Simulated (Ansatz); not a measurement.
# H-capped Ge nanowire along [111] (64 atoms): atom by atom

This is the geometry as built. Method: Kohn-Sham DFT, revPBE, PAW (set soft_2), plane waves (Ansatz 0.2.0); cutoff 420 eV, Γ point, gaussian smearing of 0.05 eV.

Cell vectors (Å):

```
19.500 0.000 0.000
0.000 18.815 0.000
0.000 0.000 9.800
```

Positions (Å):

```
1 Ge 7.744 5.969 0.000
2 Ge 7.728 5.905 2.456
3 Ge 7.766 8.272 3.257
4 Ge 7.753 8.230 5.730
5 Ge 5.729 7.079 6.520
6 Ge 5.707 7.094 8.996
7 Ge 7.743 12.871 0.002
8 Ge 7.743 12.886 2.443
9 Ge 5.780 9.419 9.792
10 Ge 5.737 9.388 2.439
11 Ge 5.748 11.754 3.285
12 Ge 5.741 11.746 5.738
13 Ge 7.691 10.552 6.521
14 Ge 7.726 10.559 8.963
15 Ge 11.741 5.927 9.797
16 Ge 11.736 5.928 2.468
17 Ge 11.752 8.242 3.273
18 Ge 11.753 8.217 5.728
19 Ge 9.758 7.119 6.537
20 Ge 9.766 7.074 9.023
21 Ge 11.772 12.890 0.008
22 Ge 11.742 12.877 2.453
23 Ge 9.759 9.400 0.004
24 Ge 9.766 9.387 2.449
25 Ge 9.746 11.683 3.285
26 Ge 9.726 11.733 5.719
27 Ge 11.760 10.580 6.517
28 Ge 11.743 10.583 8.994
29 Ge 13.740 7.070 6.542
30 Ge 13.745 7.124 8.972
31 Ge 13.744 9.387 9.782
32 Ge 13.751 9.426 2.461
33 Ge 13.725 11.693 3.282
34 Ge 13.759 11.715 5.703
35 H 7.750 4.481 9.307
36 H 6.520 5.240 2.968
37 H 9.004 5.197 2.969
38 H 5.769 5.652 6.026
39 H 4.522 7.842 5.995
40 H 4.492 6.380 9.519
41 H 9.039 13.626 9.275
42 H 6.499 13.596 9.312
43 H 7.727 14.282 2.967
44 H 4.477 10.091 9.322
45 H 4.485 8.644 2.949
46 H 4.505 12.454 2.746
47 H 4.500 10.994 6.195
48 H 5.758 13.157 6.234
49 H 11.760 4.464 9.320
50 H 12.996 5.239 2.980
51 H 10.489 5.221 2.976
52 H 9.764 5.705 6.022
53 H 10.479 13.578 9.298
54 H 13.012 13.587 9.245
55 H 11.738 14.343 2.966
56 H 9.773 13.178 6.202
57 H 15.000 7.835 6.004
58 H 13.726 5.667 6.029
59 H 14.978 6.350 9.528
60 H 15.016 10.101 9.259
61 H 14.996 8.706 2.957
62 H 14.981 12.438 2.733
63 H 14.995 11.025 6.214
64 H 13.732 13.179 6.228
```

Q: Give the force on every atom.

Columns: atom, fx, fy, fz (forces in eV/Å).

```
1 -0.321 -0.434 0.113
2 0.829 0.887 -0.421
3 -0.309 -0.603 0.158
4 -0.248 0.092 -0.248
5 0.316 0.320 0.588
6 0.792 0.382 -0.538
7 0.367 0.204 -0.067
8 0.135 -1.093 -0.228
9 -0.495 -0.498 0.251
10 0.111 0.616 0.137
11 0.223 -0.608 0.032
12 -0.048 -0.474 -0.677
13 0.473 0.072 0.057
14 0.434 0.232 0.033
15 0.450 0.116 0.393
16 0.469 0.265 -0.452
17 0.207 -0.159 0.054
18 0.120 0.518 -0.101
19 -0.088 0.383 0.629
20 -0.181 0.022 -0.518
21 0.054 -0.025 0.082
22 0.023 -0.067 0.054
23 -0.171 0.100 -0.079
24 -0.005 0.157 -0.048
25 -0.123 0.587 -0.260
26 0.000 -0.558 0.053
27 -0.162 -0.239 0.186
28 0.201 -0.005 -0.245
29 0.473 0.897 0.098
30 -0.035 -0.656 0.100
31 0.042 0.351 0.372
32 -0.303 -0.100 -0.481
33 0.202 0.534 -0.169
34 -0.386 0.559 0.006
35 0.015 0.114 -0.048
36 -1.207 -0.662 0.475
37 -0.386 -0.119 0.060
38 -0.109 -0.572 -0.276
39 -0.398 0.089 -0.203
40 -0.704 -0.392 0.327
41 -0.802 -0.201 0.096
42 -0.444 0.237 -0.198
43 0.052 1.063 0.376
44 -0.190 0.199 -0.127
45 -0.157 -0.103 0.055
46 -0.448 0.252 -0.157
47 -0.398 -0.088 0.211
48 -0.060 0.808 0.390
49 -0.017 -0.250 -0.174
50 0.364 -0.230 0.143
51 0.031 -0.285 0.217
52 -0.030 -0.838 -0.264
53 0.399 0.113 -0.075
54 0.297 0.178 -0.072
55 0.011 0.054 0.080
56 -0.041 0.494 0.149
57 -0.189 -0.219 0.063
58 0.078 -0.880 -0.320
59 0.046 0.037 -0.014
60 0.096 0.074 -0.038
61 0.458 -0.262 0.212
62 0.027 -0.026 0.010
63 0.599 -0.292 0.270
64 0.061 -0.070 -0.032
```

Only the Γ point is sampled, in a cell whose periodic width is 10 Å.

The r.m.s. force component is 0.362 eV/Å; the longest force, 1.46 eV/Å, acts on H36.

[Logs are printed without paths, hosts, clocks, repeated set-up lines and the standing remarks that a program may print on its own settings, such as how far it seeks lower states.]

[Hosts, paths, dates, database ids (printed as entryN), source tags and the programs' standing remarks are cut or masked in the printed files.]
